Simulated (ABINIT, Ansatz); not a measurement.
# Quasiparticle gap of BaH2 (P6_3/mmc) in ABINIT, part 2 of 3

Wanted: ground state, empty states, screening and self-energy for BaH2 (P6_3/mmc).

ABINIT 10.8.3; PBEsol and many-body steps on it, plane waves. Known limits of the many-body steps: not at the basis limit; no spin-orbit coupling; coarse k mesh.

So far. Step 2 (Ground state): The gap is indirect, with the least direct gap 1.07 eV higher.

## (3) Bands along the symmetry lines

Level of this step: DFT, PBEsol, plane waves, norm-conserving pseudopotentials (ABINIT).

The cheap functional maps the bands first; the places of the edges decide which points the dearer methods must see.

Contents of run.abi:

```
acell 3*1.0 Angstrom
rprim 
  4.462025052349 0.000000000014 0.000000000000
  -2.231012526186 3.864227047650 0.000000000000
  0.000000000000 0.000000000000 6.055292590000
ntypat 2
znucl 56 1
natom 6
typat 1 1 2 2 2 2
xred 
  0.666666666667 0.333333333333 0.750000000000
  0.333333333333 0.666666666667 0.250000000000
  0.333333333333 0.666666666667 0.750000000000
  0.666666666667 0.333333333333 0.250000000000
  -0.000000000000 -0.000000000000 0.500000000000
  -0.000000000000 -0.000000000000 0.000000000000
pp_dirpath "pseudos"
pseudos "Ba.upf, H.upf"
ecut 32
iscf -2
irdden 1
kptopt 0
nkpt 75
kpt 
  0.00000000 0.00000000 0.00000000
  0.06250000 0.00000000 0.00000000
  0.12500000 0.00000000 0.00000000
  0.18750000 0.00000000 0.00000000
  0.25000000 0.00000000 0.00000000
  0.31250000 0.00000000 0.00000000
  0.37500000 0.00000000 0.00000000
  0.43750000 0.00000000 0.00000000
  0.50000000 0.00000000 0.00000000
  0.47916667 0.04166667 0.00000000
  0.45833333 0.08333333 0.00000000
  0.43750000 0.12500000 0.00000000
  0.41666666 0.16666666 0.00000000
  0.39583333 0.20833333 0.00000000
  0.37500000 0.25000000 0.00000000
  0.35416666 0.29166666 0.00000000
  0.33333333 0.33333333 0.00000000
  0.29166666 0.29166666 0.00000000
  0.25000000 0.25000000 0.00000000
  0.20833333 0.20833333 0.00000000
  0.16666666 0.16666666 0.00000000
  0.12500000 0.12500000 0.00000000
  0.08333333 0.08333333 0.00000000
  0.04166667 0.04166667 0.00000000
  0.00000000 0.00000000 0.00000000
  0.00000000 0.00000000 0.06250000
  0.00000000 0.00000000 0.12500000
  0.00000000 0.00000000 0.18750000
  0.00000000 0.00000000 0.25000000
  0.00000000 0.00000000 0.31250000
  0.00000000 0.00000000 0.37500000
  0.00000000 0.00000000 0.43750000
  0.00000000 0.00000000 0.50000000
  0.06250000 0.00000000 0.50000000
  0.12500000 0.00000000 0.50000000
  0.18750000 0.00000000 0.50000000
  0.25000000 0.00000000 0.50000000
  0.31250000 0.00000000 0.50000000
  0.37500000 0.00000000 0.50000000
  0.43750000 0.00000000 0.50000000
  0.50000000 0.00000000 0.50000000
  0.47916667 0.04166667 0.50000000
  0.45833333 0.08333333 0.50000000
  0.43750000 0.12500000 0.50000000
  0.41666666 0.16666666 0.50000000
  0.39583333 0.20833333 0.50000000
  0.37500000 0.25000000 0.50000000
  0.35416666 0.29166666 0.50000000
  0.33333333 0.33333333 0.50000000
  0.29166666 0.29166666 0.50000000
  0.25000000 0.25000000 0.50000000
  0.20833333 0.20833333 0.50000000
  0.16666666 0.16666666 0.50000000
  0.12500000 0.12500000 0.50000000
  0.08333333 0.08333333 0.50000000
  0.04166667 0.04166667 0.50000000
  0.00000000 0.00000000 0.50000000
  0.50000000 0.00000000 0.50000000
  0.50000000 0.00000000 0.43750000
  0.50000000 0.00000000 0.37500000
  0.50000000 0.00000000 0.31250000
  0.50000000 0.00000000 0.25000000
  0.50000000 0.00000000 0.18750000
  0.50000000 0.00000000 0.12500000
  0.50000000 0.00000000 0.06250000
  0.50000000 -0.00000000 0.00000000
  0.33333333 0.33333333 0.50000000
  0.33333333 0.33333333 0.43750000
  0.33333333 0.33333333 0.37500000
  0.33333333 0.33333333 0.31250000
  0.33333333 0.33333333 0.25000000
  0.33333333 0.33333333 0.18750000
  0.33333333 0.33333333 0.12500000
  0.33333333 0.33333333 0.06250000
  0.33333333 0.33333333 0.00000000
istwfk *1
nband 19
nbdbuf 2
tolwfr 1e-08
nstep 40
prtwf 0
prtvol 0
indata_prefix "in"
outdata_prefix "out"
tmpdata_prefix "tmp"
```

Run with:

```console
OMP_NUM_THREADS=1 mpirun -n 8 abinit run.abi > log
```

Numbers of over 12 decimals in the logs are rounded to 6 here.

The program printed:

```text
.Version 10.8.3 of ABINIT. v10.8.2 released Aug 2026.

 Symmetries : space group P6_3/m m c (#194); Bravais hP (primitive hexag.)
[... echo of the input left out ...]
== DATASET  1 ==================================================================
-   mpi_nproc: 8, omp_nthreads: 1 (-1 if OMP is not activated)

--- !DatasetInfo
iteration_state: {dtset: 1, }
dimensions: {natom: 6, nkpt: 75, mband: 19, nsppol: 1, nspinor: 1, nspden: 1, mpw: 6130, }
cutoff_energies: {ecut:  32.0, pawecutdg:  -1.0, }
electrons: {nelect:   2.40000000E+01, charge:   0.00000000E+00, occopt:   1.00000000E+00, tsmear:   1.00000000E-02, }

 Real(R)+Recip(G) space primitive vectors, cartesian coordinates (Bohr,Bohr^-1):
 R(1)=  8.4320053  0.0000000  0.0000000  G(1)=  0.1185958  0.0684713  0.0000000
 R(2)= -4.2160027  7.3023308  0.0000000  G(2)=  0.0000000  0.1369426  0.0000000
 R(3)=  0.0000000  0.0000000 11.4428446  G(3)=  0.0000000  0.0000000  0.0873909
 Unit cell volume ucvol=  7.0457361E+02 bohr^3
 Angles (23,13,12)=  9.00000000E+01  9.00000000E+01  1.20000000E+02 degrees

 getcut: wavevector=  0.0000  0.0000  0.0000  ngfft=  45  45  60
         ecut(hartree)=     32.000   => boxcut(ratio)=   2.04919

--- Pseudopotential description ------------------------------------------------
- Ba Generated using ONCVPSP code by D. R. Hamann
- 56.00000  10.00000  180301                  znucl, zion, pspdat
12 -116133 2 -1 1936                          pspcod,pspxc,lmax,lloc,mmax
     nproj     2     2     2
  pspatm : epsatm=   26.37418133
         --- l  ekb(1:nproj) -->
             0    6.652372    0.677024
             1    5.027722    0.408462
             2    2.543237    0.416854
 pspatm: atomic psp has been read  and splines computed

- H Generated using ONCVPSP code by D. R. Hamann
-  1.00000   1.00000  180301                  znucl, zion, pspdat
12 -116133 1 -1 1180                          pspcod,pspxc,lmax,lloc,mmax
     nproj     2     1     0
  pspatm : epsatm=    0.35585368
         --- l  ekb(1:nproj) -->
[...]
1   -0.494138
 pspatm: atomic psp has been read  and splines computed

--------------------------------------------------------------------------------

================================================================================
 prteigrs : about to open file out_EIG
 Non-SCF case, kpt    1 (  0.00000  0.00000  0.00000), residuals and eigenvalues=
  4.53E-09  9.40E-09  1.97E-09  3.04E-09  7.07E-09  2.80E-09  5.81E-09  1.21E-09
  1.74E-09  1.11E-09  5.97E-09  6.57E-09  3.05E-09  9.04E-09  6.56E-09  8.66E-09
[...]
-8.4430E-01 -8.3787E-01 -3.2333E-01 -2.9297E-01 -2.9297E-01 -2.8383E-01
 -2.8383E-01 -2.8230E-01 -7.9456E-03  4.2869E-02  1.3315E-01  1.5182E-01
  2.5198E-01  2.5198E-01  2.8885E-01  2.8885E-01  2.8991E-01  2.8991E-01
  3.1860E-01
 Non-SCF case, kpt    2 (  0.06250  0.00000  0.00000), residuals and eigenvalues=
[...]
Non-SCF case, kpt   74 (  0.33333  0.33333  0.06250), residuals and eigenvalues=
[...]
3.7768E-01
 Non-SCF case, kpt   75 (  0.33333  0.33333  0.00000), residuals and eigenvalues=
[...]
-3.0119E-01 -2.8904E-01  7.8558E-02  7.8558E-02  7.9996E-02  8.6863E-02
  2.6619E-01  2.6619E-01  3.0696E-01  3.3445E-01  3.3445E-01  3.4478E-01
  3.7748E-01

--- !ResultsGS
iteration_state: {dtset: 1, }
comment   : Summary of ground state results
lattice_vectors:
- [  8.4320053,   0.0000000,   0.0000000, ]
- [ -4.2160027,   7.3023308,   0.0000000, ]
- [  0.0000000,   0.0000000,  11.4428446, ]
lattice_lengths: [   8.43201,    8.43201,   11.44284, ]
lattice_angles: [ 90.000,  90.000, 120.000, ] # degrees, (23, 13, 12)
lattice_volume:   7.0457361E+02
convergence: {deltae:  0.000E+00, res2:  0.000E+00, residm:  9.983E-09, diffor:  0.000E+00, }
etotal    :  -5.85971915E+01
entropy   :   0.00000000E+00
fermie    :   1.51815635E-01
cartesian_stress_tensor: null
pressure_GPa: null
xred      :
- [  6.6667E-01,   3.3333E-01,   7.5000E-01, Ba]
- [  3.3333E-01,   6.6667E-01,   2.5000E-01, Ba]
- [  3.3333E-01,   6.6667E-01,   7.5000E-01,  H]
- [  6.6667E-01,   3.3333E-01,   2.5000E-01,  H]
- [  9.2519E-17,   9.2519E-17,   5.0000E-01,  H]
- [  9.2519E-17,   9.2519E-17,   2.7756E-17,  H]
cartesian_forces: null
force_length_stats: {min: null, max: null, mean: null, }

 Integrated electronic density in atomic spheres:
 ------------------------------------------------
 Atom  Sphere_radius  Integrated_density
[...]
================================================================================

 ----iterations are completed or convergence reached----

 Mean square residual over all n,k,spin=   48.486E-10; max=  99.826E-10
 reduced coordinates (array xred) for    6 atoms
[...]
cartesian coordinates (angstrom) at end:
    1      2.231013     1.288076     4.541469
    2     -7.67e-12     2.576151     1.513823
    3     -7.67e-12     2.576151     4.541469
    4      2.231013     1.288076     1.513823
    5      0.000000     0.000000     3.027646
    6      0.000000     0.000000     0.000000
 length scales=  1.889726125908  1.889726125908  1.889726125908 bohr
              =  1.000000000000  1.000000000000  1.000000000000 angstroms
 prteigrs : about to open file out_EIG
 Eigenvalues (hartree) for nkpt=  75  k points:
 kpt#   1, nband= 19, wtk=  1.00000, kpt=  0.0000  0.0000  0.0000 (reduced coord)
[...]
kpt#   2, nband= 19, wtk=  1.00000, kpt=  0.0625  0.0000  0.0000 (reduced coord)
[...]
kpt#   3, nband= 19, wtk=  1.00000, kpt=  0.1250  0.0000  0.0000 (reduced coord)
[...]
kpt#  74, nband= 19, wtk=  1.00000, kpt=  0.3333  0.3333  0.0625 (reduced coord)
[...]
0.33690    0.34782    0.37768
 kpt#  75, nband= 19, wtk=  1.00000, kpt=  0.3333  0.3333  0.0000 (reduced coord)
  -0.83975   -0.83975   -0.30942   -0.30265   -0.30265   -0.30119   -0.30119   -0.28904
   0.07856    0.07856    0.08000    0.08686    0.26619    0.26619    0.30696    0.33445
   0.33445    0.34478    0.37748

== END DATASET(S) ==============================================================
================================================================================

 -outvars: echo values of variables after computation  --------
            nband          19
             nkpt          75
          spgroup         194
 [... the other variables as echoed above ...]

 Calculation completed.
```

Elapsed: 11 s, on 8 MPI ranks of AMD EPYC 9R45, shared host; peak memory 0.73 GiB.

This step gave:

- gap: 1.473 eV
- k of the valence top: 0, 0, 0
- k of the conduction bottom: 0.3333, 0.3333, 0.5
- least direct gap: 2.542 eV

The gap is 1.473 eV, as in the run before at this level.

The electronic bands at the labelled points (eV, zero at the top of the highest filled band):

```
    point  band 9  band 10  band 11  band 12  band 13  band 14  band 15  band 16
        Γ   -4.35    -2.96    -0.51     0.00     2.73     2.73     3.73     3.73
  halfway   -3.42    -2.50    -1.31    -1.06     2.96     3.12     3.33     3.71
        M   -2.56    -2.25    -1.67    -1.59     2.51     3.78     3.79     5.10
  halfway   -2.31    -2.13    -1.78    -1.67     2.70     3.56     3.84     5.20
        K   -1.99    -1.99    -1.95    -1.77     3.11     3.11     4.22     4.97
  halfway   -3.15    -2.38    -1.52    -1.21     2.89     3.07     3.34     4.12
        Γ   -4.35    -2.96    -0.51     0.00     2.73     2.73     3.73     3.73
  halfway   -4.00    -2.93    -0.65    -0.05     2.49     2.49     3.17     3.17
        A   -3.29    -3.29    -0.46    -0.46     2.58     2.58     2.58     2.58
  halfway   -2.62    -2.62    -1.32    -1.32     2.90     2.90     3.22     3.22
        L   -2.30    -2.30    -1.37    -1.37     2.30     2.30     3.85     3.85
  halfway   -2.06    -2.06    -1.45    -1.45     1.84     1.84     4.01     4.01
        H   -1.77    -1.77    -1.54    -1.54     1.47     1.47     4.35     4.35
  halfway   -2.41    -2.41    -1.47    -1.47     2.57     2.57     3.45     3.45
        A   -3.29    -3.29    -0.46    -0.46     2.58     2.58     2.58     2.58
jump to L   -2.30    -2.30    -1.37    -1.37     2.30     2.30     3.85     3.85
  halfway   -2.43    -2.28    -1.57    -1.45     2.86     2.94     3.15     4.60
        M   -2.56    -2.25    -1.67    -1.59     2.51     3.78     3.79     5.10
jump to H   -1.77    -1.77    -1.54    -1.54     1.47     1.47     4.35     4.35
  halfway   -1.89    -1.80    -1.80    -1.74     2.18     2.18     3.98     5.18
        K   -1.99    -1.99    -1.95    -1.77     3.11     3.11     4.22     4.97
```

The electronic bands as a text plot (rows in eV, shown from -8.0 to 3.5 only):

```
    3.3 | +++++    +++++++++   +     +++          ++++  +++
    2.8 |++ +++   +++ ++++ ++++ ++ +++++           ++++  ++    ++
    2.3 |      +++             ++++     ++++     ++    ++  +  +
    1.9 |                                   +   +            +
    1.4 |                                    +++            +
    0.9 |
    0.4 |
   -0.1 |*                  ******
   -0.5 |**                *********                  **
   -1.0 |  **            **         **             ***
   -1.5 |   ********  ****            *************     *******
   -2.0 |        ********                   ******          *****
   -2.5 |  ********    ****           ******      *     ****
   -2.9 |**  **          * *******  **             ***
   -3.4 |   *             *      ***                  **
   -3.9 | **               *   **
   -4.4 |*                  ***
   -4.9 |
   -5.4 |
   -5.8 |
   -6.3 |
   -6.8 |
   -7.3 |
   -7.8 |
         Γ      M   K        Γ    A       L   H       A|L  M|H  K
```

## (4) Empty states on the mesh, 3×3×4 mesh, 406 bands

The sums over transitions need many empty states on a uniform mesh; this step solves for them.

Contents of run.abi:

```
acell 3*1.0 Angstrom
rprim 
  4.462025052349 0.000000000014 0.000000000000
  -2.231012526186 3.864227047650 0.000000000000
  0.000000000000 0.000000000000 6.055292590000
ntypat 2
znucl 56 1
natom 6
typat 1 1 2 2 2 2
xred 
  0.666666666667 0.333333333333 0.750000000000
  0.333333333333 0.666666666667 0.250000000000
  0.333333333333 0.666666666667 0.750000000000
  0.666666666667 0.333333333333 0.250000000000
  -0.000000000000 -0.000000000000 0.500000000000
  -0.000000000000 -0.000000000000 0.000000000000
pp_dirpath "pseudos"
pseudos "Ba.upf, H.upf"
ecut 32
ngkpt 3 3 4
nshiftk 1
shiftk 0 0 0
kptopt 1
chksymbreak 0
iscf -2
irdden 1
istwfk *1
nband 406
nbdbuf 36
tolwfr 1e-09
nstep 60
prtvol 0
indata_prefix "in"
outdata_prefix "out"
tmpdata_prefix "tmp"
```

The program printed:

```text
.Version 10.8.3 of ABINIT. v10.8.2 released Aug 2026.

 Symmetries : space group P6_3/m m c (#194); Bravais hP (primitive hexag.)
[... echo of the input left out ...]
== DATASET  1 ==================================================================
-   mpi_nproc: 8, omp_nthreads: 1 (-1 if OMP is not activated)
-    --> not optimal distribution: autoparal keyword recommended in input file <--

--- !DatasetInfo
iteration_state: {dtset: 1, }
dimensions: {natom: 6, nkpt: 9, mband: 406, nsppol: 1, nspinor: 1, nspden: 1, mpw: 6126, }
cutoff_energies: {ecut:  32.0, pawecutdg:  -1.0, }
electrons: {nelect:   2.40000000E+01, charge:   0.00000000E+00, occopt:   1.00000000E+00, tsmear:   1.00000000E-02, }

 Real(R)+Recip(G) space primitive vectors, cartesian coordinates (Bohr,Bohr^-1):
 R(1)=  8.4320053  0.0000000  0.0000000  G(1)=  0.1185958  0.0684713  0.0000000
 R(2)= -4.2160027  7.3023308  0.0000000  G(2)=  0.0000000  0.1369426  0.0000000
 R(3)=  0.0000000  0.0000000 11.4428446  G(3)=  0.0000000  0.0000000  0.0873909
 Unit cell volume ucvol=  7.0457361E+02 bohr^3
 Angles (23,13,12)=  9.00000000E+01  9.00000000E+01  1.20000000E+02 degrees

 getcut: wavevector=  0.0000  0.0000  0.0000  ngfft=  45  45  60
         ecut(hartree)=     32.000   => boxcut(ratio)=   2.04919

--- Pseudopotential description ------------------------------------------------
- Ba Generated using ONCVPSP code by D. R. Hamann
- 56.00000  10.00000  180301                  znucl, zion, pspdat
12 -116133 2 -1 1936                          pspcod,pspxc,lmax,lloc,mmax
     nproj     2     2     2
  pspatm : epsatm=   26.37418133
         --- l  ekb(1:nproj) -->
             0    6.652372    0.677024
             1    5.027722    0.408462
             2    2.543237    0.416854
 pspatm: atomic psp has been read  and splines computed

- H Generated using ONCVPSP code by D. R. Hamann
-  1.00000   1.00000  180301                  znucl, zion, pspdat
12 -116133 1 -1 1180                          pspcod,pspxc,lmax,lloc,mmax
     nproj     2     1     0
  pspatm : epsatm=    0.35585368
         --- l  ekb(1:nproj) -->
[...]
1   -0.494138
 pspatm: atomic psp has been read  and splines computed

--------------------------------------------------------------------------------

================================================================================
 prteigrs : about to open file out_EIG
 Non-SCF case, kpt    1 (  0.00000  0.00000  0.00000), residuals and eigenvalues=
  9.47E-10  5.70E-10  1.13E-10  8.78E-11  2.12E-10  1.06E-10  1.55E-10  1.16E-10
  6.23E-11  5.15E-11  1.20E-10  1.09E-10  5.73E-11  7.78E-11  5.96E-11  1.27E-10
  5.12E-11  1.31E-10  8.70E-11  4.26E-11  1.07E-10  1.07E-10  5.76E-11  8.21E-11
[...]
1.86E-05  7.87E-05  3.44E-04  3.01E-04  4.93E-04  5.55E-04
 -8.4430E-01 -8.3787E-01 -3.2333E-01 -2.9297E-01 -2.9297E-01 -2.8383E-01
 -2.8383E-01 -2.8230E-01 -7.9456E-03  4.2869E-02  1.3315E-01  1.5182E-01
[...]
4.8329E+00  4.8330E+00  4.8393E+00  4.8393E+00  4.8407E+00  4.8408E+00
  4.8445E+00  4.8685E+00  4.8706E+00  4.8843E+00
 prteigrs : prtvol=0 or 1, do not print more k-points.

--- !ResultsGS
iteration_state: {dtset: 1, }
comment   : Summary of ground state results
lattice_vectors:
- [  8.4320053,   0.0000000,   0.0000000, ]
- [ -4.2160027,   7.3023308,   0.0000000, ]
- [  0.0000000,   0.0000000,  11.4428446, ]
lattice_lengths: [   8.43201,    8.43201,   11.44284, ]
lattice_angles: [ 90.000,  90.000, 120.000, ] # degrees, (23, 13, 12)
lattice_volume:   7.0457361E+02
convergence: {deltae:  0.000E+00, res2:  0.000E+00, residm:  9.976E-10, diffor:  0.000E+00, }
etotal    :  -5.85971915E+01
entropy   :   0.00000000E+00
fermie    :   1.51815635E-01
cartesian_stress_tensor: null
pressure_GPa: null
xred      :
- [  6.6667E-01,   3.3333E-01,   7.5000E-01, Ba]
- [  3.3333E-01,   6.6667E-01,   2.5000E-01, Ba]
- [  3.3333E-01,   6.6667E-01,   7.5000E-01,  H]
- [  6.6667E-01,   3.3333E-01,   2.5000E-01,  H]
- [  9.2519E-17,   9.2519E-17,   5.0000E-01,  H]
- [  9.2519E-17,   9.2519E-17,   2.7756E-17,  H]
cartesian_forces: null
force_length_stats: {min: null, max: null, mean: null, }

 Integrated electronic density in atomic spheres:
 ------------------------------------------------
 Atom  Sphere_radius  Integrated_density
[...]
================================================================================

 ----iterations are completed or convergence reached----

 Mean square residual over all n,k,spin=   26.062E-11; max=  99.756E-11
 reduced coordinates (array xred) for    6 atoms
[...]
0.000000000000      0.000000000000      0.500000000000
       0.000000000000      0.000000000000      0.000000000000

 cartesian coordinates (angstrom) at end:
    1      2.231013     1.288076     4.541469
    2     -7.67e-12     2.576151     1.513823
    3     -7.67e-12     2.576151     4.541469
    4      2.231013     1.288076     1.513823
    5      0.000000     0.000000     3.027646
    6      0.000000     0.000000     0.000000
 length scales=  1.889726125908  1.889726125908  1.889726125908 bohr
              =  1.000000000000  1.000000000000  1.000000000000 angstroms
 prteigrs : about to open file out_EIG
 Eigenvalues (hartree) for nkpt=   9  k points:
 kpt#   1, nband=406, wtk=  0.02778, kpt=  0.0000  0.0000  0.0000 (reduced coord)
[...]
4.79167    4.79167    4.80015    4.80015    4.80694    4.80694    4.81400    4.81534
   4.82080    4.82186    4.82187    4.83037    4.83293    4.83301    4.83930    4.83932
   4.84066    4.84076    4.84449    4.86847    4.87062    4.88431
 prteigrs : prtvol=0 or 1, do not print more k-points.

== END DATASET(S) ==============================================================
================================================================================

 -outvars: echo values of variables after computation  --------
            nband         406
             nkpt           9
          spgroup         194
 [... the other variables as echoed above ...]

 Calculation completed.
```

The job ended after 3.7 min (8 MPI ranks; peak memory 0.98 GiB; 30 min of CPU time).

Numbers from this step:

* gap: 1.473 eV
* k of the valence top: 0, 0, 0
* k of the conduction bottom: 0.3333, 0.3333, 0.5
* least direct gap: 2.542 eV
* k points computed: 9
* lowest point of the top converged band, above the valence top: 121.0441 eV

On this mesh the gap is 1.473 eV.

(Part 2 of 3 ends here.)

[Paths, hosts, dates, memory and timing lines, banners, echoed tables and standing remarks are left out of the program output.]

[Logs are printed without paths, hosts, clocks, repeated set-up lines and the standing remarks that a program may print on its own settings, such as how far it seeks lower states.]

[Runs of the session that timed out or met a known fault of the program may be left out.]

[Hosts, paths, dates, database ids (printed as entryN), source tags and the programs' standing remarks are cut or masked in the printed files.]

[G0W0 gaps are taken among the corrected bands and points alone; a level outside them can change the order at an edge.]

[Where Ansatz stands beside ABINIT at settings called matched, ABINIT's density can come from a denser mesh and the files from another edition; pairs whose starting gaps differed by over 0.03 eV were left out, so agreement reads better than it is.]
